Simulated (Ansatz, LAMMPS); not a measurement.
# Static equation of state of amorphous Ge (66 atoms)

Density of this cell: 4.86 g/cm³. The cell holds 66 atoms: 66 Ge. Its edges and angles: a = 11.952 Å, b = 12.191 Å, c = 11.249 Å, α = 90.9°, β = 87.8°, γ = 89.0°. The starting structure: 66 atoms (66 Ge) placed at random at 5.19 g/cm³, melted at 3500 K for 10 ps at fixed volume with the Tersoff potential (Tersoff, Phys. Rev. B 39, 5566 (1989)). Quenched from 3500 K to 300 K at 5 K/ps and fixed volume, held 5 ps, then minimised at fixed cell.

Calculated with Ansatz 0.2.0: Kohn-Sham DFT, revPBE, PAW (set soft_1), plane waves; cutoff 420 eV, Γ point, fermi-dirac smearing of 0.05 eV. Cell and atoms were relaxed first, to V0 = 24.808 Å³ an atom at a residual P0 = 0.005 GPa. The cell was then scaled evenly, and the atoms were relaxed at each volume.

| volume (Å³/atom) | pressure (GPa) |
| --- | --- |
| 22.327 | 5.488 |
| 23.319 | ? |
| 24.063 | 1.453 |
| 25.552 | -1.223 |
| 26.296 | -2.256 |

Task: Fit the third-order Birch–Murnaghan equation to the rows given and interpolate to the withheld row.

Worked fit:

Take the Eulerian strain f = ½[(V0/V)^(2/3) − 1] and the normalised pressure F = (P − P0) / [3f(1 + 2f)^(5/2)]. The third-order Birch–Murnaghan equation is then the line F = B0 + (3/2)B0(B′ − 4) f, so u = f and v = F.

| u = f | v = F (GPa) |
| --- | --- |
| 0.0363829 | 42.1462 |
| 0.0102567 | 44.7388 |
| -0.00975638 | 44.0724 |
| -0.0190506 | 43.5995 |

With n = 4: mean u = 0.00445816, mean v = 43.6392, Σ(u − ū)² = 0.0018075, Σ(u − ū)(v − v̄) = -0.046512. Slope b = -0.046512 / 0.0018075 = -25.732; intercept a = v̄ − b ū = 43.754.

So B0 = a = 43.8 GPa and B′ = 4 + 2b/(3a) = 3.61. At the withheld volume f = 0.02106, F = a + b f = 43.21 GPa, and P = P0 + 3f(1 + 2f)^(5/2) F.

Prediction at 23.319: 3.031 GPa. The run gave 2.990 GPa, so the fit is high by 0.042 GPa (1.4 % of the value).

The series isn't one smooth equation of state: even a line fitted to all rows, the withheld one included, misses F by up to 3.1 %, the count of bonds changes along the series, an atom moves over 0.5 Å in some relaxation and a scaled cell ends below the relaxed one in energy. B0 and B′ are then only the numbers of this fit, not moduli of the material. Among the rows given, the largest miss of the fit is at 22.327, by 0.087 GPa (1.1 % of the range of the table).

Limits: Static cells at zero temperature; the cell shape is held. The program notes that the SCF threshold of these relaxations is loose for the stress. The quench rate of 5 K/ps is many orders above laboratory rates, so the cell is likely richer in defects and strain than a real sample. The network of bonds at the start is that of the classical potential that made the cell, and needn't be the one that DFT or experiment would give. Only the Γ point is sampled, in a cell whose shortest periodic width is 11 Å, which is coarse for a cell with partly filled levels.

[Hosts, paths, dates, database ids (printed as entryN), source tags and the programs' standing remarks are cut or masked in the printed files.]
